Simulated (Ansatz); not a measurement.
## Ag (Fm-3m): Drude plasma energy against volume

The cell of Ag (Fm-3m) is scaled evenly and the response computed anew at each volume, on one mesh.

It takes space group Fm-3m (No. 225, cubic). Conventional cell: a = 4.085 Å, b = 4.085 Å, c = 4.085 Å, α = 90.00°, β = 90.00°, γ = 90.00°. Around Ag on site a lie 12 Ag at 2.89 Å.

Method: Ansatz 0.2.0, PBE, independent particles, k-mesh 18×18×18 with interpolation inside its cells, Gaussian parameter 0.1 eV.

Launch of the response step: `ansatz run input.yaml --threads 4 --pin off --max-ram 8192MiB --backend cpu --events-out ev --progress --plain --runs-dir out`. The series took 69 s in all, on 4 threads of Arm Neoverse V1, on a shared host.

```
V/V₀  V (Å³, primitive cell)  Drude plasma energy (eV)
0.94                   16.03                     9.385
0.96                   16.37                     9.299
0.98                   16.71                     9.217
1.00                   17.05                     9.144
1.02                   17.39                     9.066
1.04                   17.73                     8.991
1.06                   18.07                         ?
```

For small changes the quantity should be close to linear in ln V.

Working, on the rows shown:

| x = ln(V/V₀) | y = Drude plasma energy |
| --- | --- |
| -0.0618754 | 9.385 |
| -0.040822 | 9.299 |
| -0.0202027 | 9.217 |
| 0 | 9.144 |
| 0.0198026 | 9.066 |
| 0.0392207 | 8.991 |

Means: x̄ = -0.010646, ȳ = 9.1837. Σ(x − x̄)(y − ȳ) = -0.02773, Σ(x − x̄)² = 0.007154. Slope = -0.02773 / 0.007154 = -3.876; intercept = ȳ − slope · x̄ = 9.1424. The line misses the rows shown by at most 0.0037 eV.

Task: What does the fit predict for the withheld row, and how well does it do?

Result: At x = 0.058269 the line gives y = 8.9166 eV. The run gave 8.920 eV, so the extrapolation is off by 0.0034 eV, 0.7 % of the range in the table.

Between the rows on either side of x = 0 the slope is (9.066 − 9.217) / (0.019803 − (-0.020203)) = -3.774. So d ln ωp/d ln V = -0.41; free electrons would give −0.50. The values come from a sum over the points of one k-mesh and carry its error, which is largest for Fermi-surface quantities. Spin-orbit coupling is left out.

[Logs are printed without paths, hosts, clocks, repeated set-up lines and the standing remarks that a program may print on its own settings, such as how far it seeks lower states.]
